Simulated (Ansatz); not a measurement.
# Structural relaxation of glassy CaAl2Si2O8 (156 atoms), part 2 of 2

How does glassy CaAl2Si2O8 (156 atoms) relax, and what do bonds, charges and levels look like afterwards?

Ansatz 0.2.0; Kohn-Sham DFT, PBE, PAW (set soft_2), plane waves.

The cell: 24 Al, 12 Ca, 96 O and 24 Si. The quench rate of 20 K/ps is orders of magnitude faster than experiment. The starting topology of bonds comes from the classical model. Only the Γ point is sampled, in a cell whose shortest periodic width is 13 Å.

So far, density (g/cm³): step 4 (local order after relaxation) 2.71.

### Step 5. Single point at the relaxed geometry (continued)

The levels nearest the highest filled one (over half full), pooled over k-points and spins:

```tsv
level less the highest filled one (eV)	occupation
-0.317	2
-0.257	2
-0.204	2
-0.135	2
-0.0686	2
0	2
3.85	0
4.89	0
5.09	0
5.11	0
5.31	0
5.44	0
```

Electrostatic potential energy in the ab plane at fractional z = 0.297, with atoms of Al and Ca and O and Si within 0.2 Å of it. With pseudopotentials it is smooth inside the atoms' cores, unlike the true potential.

Ten even steps from '0' (-34 eV) to '9' (11 eV), each cell a mean:
```
888999999999999986100158998200588899
888899999999999998644678999755788999
899999999999999999988999999755557877
599999999999999999999999998656656300
899999999999999999999999999865557633
999999999999999999999999999988889999
999999999998889999999999999999999999
999999877888777899999999999999999999
799998623787667889999999999999999975
068888867888777411699999999987667600
388888999999998200499999999865665631
999889999999999856889999999865775689
999988999999999998887899999976556899
999844899999999999862279999998788999
998634789999999999985589999998789999
997523689998889999877678999999999999
997666788864468999754557899888999999
971028998500016888754457789888899999
971038998500016778887778899997326999
998789998644468999998899999997215899
999999995015899999999999999998756789
999999997337999998887889999997410378
899999999889999987532478999976300266
999999999999999986000047999301555688
```
Columns run along a (12.7 Å; values clipped at the 3rd and 97th percentile), rows up along b (12.7 Å). Atoms in or near the plane, at fractional coordinates: Al at (0.85, 0.52), Ca at (0.55, 0.00), O at (0.79, 0.99), O at (0.98, 0.59), O at (0.08, 0.24), O at (0.46, 0.57), Si at (0.32, 0.24).

ELF in the ab plane at fractional z = 0.297, with atoms of Al and Ca and O and Si within 0.2 Å of it. It is the smooth field of the valence electrons, not physical close to the nuclei.

Ten even steps from '0' (0.00) to '9' (0.85), each cell a mean:
```
221135541014899723999971069967851122
321125541015899720355410025899731223
863002320002455200122210001232115888
984100000000000002577630012320029988
974000000011110001466520025773027999
631000000136641000122100024564213677
000001342137974100000000000111000000
420015897324873111100000000000000244
973026999732223677631000002343104799
896115788741148988973000002443116984
985111233210159956962000000110005998
631243200000037898521220000000001677
013788741000002442258874100134431111
026899851000000012699997200378986200
024789730011000002689984100479997400
123332211222100000145421111257764100
468875211222124443200046764212210000
798798401111148888620289986224665201
699798301221148999731378873148999710
157873126887424676310135531059999610
101110179999720111000001100036886311
751000169999610000011100000112321578
974000024664100001689740036777622899
762012110111356305999981069978952578
```
Columns run along a (12.7 Å), rows up along b (12.7 Å). Atoms in or near the plane, at fractional coordinates: Al at (0.85, 0.52), Ca at (0.55, 0.00), O at (0.79, 0.99), O at (0.98, 0.59), O at (0.08, 0.24), O at (0.46, 0.57), Si at (0.32, 0.24).

Mean Löwdin charges: Al +1.31, Ca +1.80, O -0.87, Si +1.70 e (they miss 1.2 % of the electrons, so they add up to more than the cell's charge).

The surroundings of Si136, picked at random, nearest first, numbered as they follow in the input and with coordinates relative to it.

```tsv
atom	x	y	z	distance (Å)	bonds	Löwdin charge (e)
Si136	0.00	0.00	0.00	0.00	4	1.73
O68	1.02	-1.05	0.69	1.62	2	-0.78
O61	-1.48	-0.51	-0.41	1.62	2	-0.77
O109	0.62	0.73	-1.35	1.66	3	-0.85
O118	-0.13	1.20	1.15	1.67	3	-0.83
Si155	-2.78	0.34	-0.95	2.96	4	1.73
O73	0.35	-2.84	-0.84	2.98	2	-0.77
Si138	-0.93	1.07	2.64	2.99	4	1.71
Si139	1.33	-2.72	0.55	3.08	5	1.70
Si135	1.62	0.45	-2.70	3.18	4	1.59
O63	-2.36	1.90	-1.19	3.26	3	-0.89
O59	-1.77	-0.26	2.74	3.28	2	-0.82
```

The column of bonds counts only the pairs O-Al within 2.23 Å, O-Si within 2.16 Å, O-Ca within 2.93 Å; other neighbours, such as metal atoms beside each other in a compound, aren't counted, and periodic images can show an atom twice.

### Step 6. Outcome

```yaml
energy_change_in_the_relaxation: -84.44 meV/atom
r_m_s_displacement: 0.277 Å
largest_displacement: 0.966 Å
free_energy_per_atom: -670.7770 eV/atom
pressure: -0.7423 GPa
r_m_s_force_component: 0.00599 eV/Å
spacing_of_highest_filled_and_lowest_empty_level: 3.85 eV
wall_time_of_the_3_dft_runs: 23 min
```

What this shows: Relaxation lowers the energy by 84.4 meV/atom and moves atoms by 0.28 Å r.m.s.; the r.m.s. force component goes from 1.3 to 0.0060 eV/Å, the pressure goes from 4.5 to -0.74 GPa, and the gap from 3.44 to 3.85 eV. By the final cutoffs 5 of 259 bonded pairs parted and 10 joined. From the first step to the last the energy fell by 13.173 eV, and the largest move was 0.97 Å (O84). The O-Ca bonds change most in mean length: from 2.513 Å (spread 0.183) to 2.468 Å (spread 0.166), and their number from 67 to 68. With the cutoffs above, 88 % of Al atoms have 4, 42 % of Ca atoms have 6, 62 % of O atoms have 3 and 96 % of Si atoms have 4 bonded neighbours. 75 % of the oxygens bridge two formers (Si and Al) and 10 % are non-bridging; 15 % join three. The highest filled and lowest empty levels differ by 3.85 eV (at Γ alone); a semilocal functional tends to put such gaps too low. In a disordered cell it changes from sample to sample, and tail or defect levels can set it.

**Limits.** The starting topology of bonds comes from the classical model; in DFT 5 of its 259 bonded pairs passed out of the cutoffs and 10 came within them. The stress is far from hydrostatic: its diagonal is -1.4, 1.5, -2.3 GPa, compression counted positive.

Calculation beside experiment:

```tsv
quantity	measured	this cell	difference	method of the measurement
nearest Si–O distance	1.6 Å	1.65 Å	+3.1 %	high-energy XRD, PDF Gaussian fit
number of O about Si	3.85	4.04	+5.0 %	high-energy XRD, PDF Gaussian fit
nearest Al–O distance	1.75 Å	1.79 Å	+2.3 %	high-energy XRD, PDF Gaussian fit
number of O about Al	4	4.12	+3.1 %	high-energy XRD, PDF Gaussian fit
nearest Ca–O distance	2.36 Å	2.42 Å	+2.5 %	high-energy XRD, Gaussian fit to PDF
number of O about Ca	5.2	5.67	+9.0 %	high-energy XRD, Gaussian fit to PDF
```

The cell differs from the measured distances by up to 3.1 % and neighbour counts by up to 9.0 %. Distances of this cell are positions of the first main peak of g(r), or bond means where the peak is narrow; means over all bonds within a cutoff lie farther out for broad shells. The network comes from the model that made the cell; in DFT 5 of its 259 bonded pairs passed out of the cutoffs and 10 came within them. Our coordination numbers hang on a cutoff, and experiments count neighbours in their own ways.

[Logs are printed without paths, hosts, clocks, repeated set-up lines and the standing remarks that a program may print on its own settings, such as how far it seeks lower states.]

[Hosts, paths, dates, database ids (printed as entryN), source tags and the programs' standing remarks are cut or masked in the printed files.]
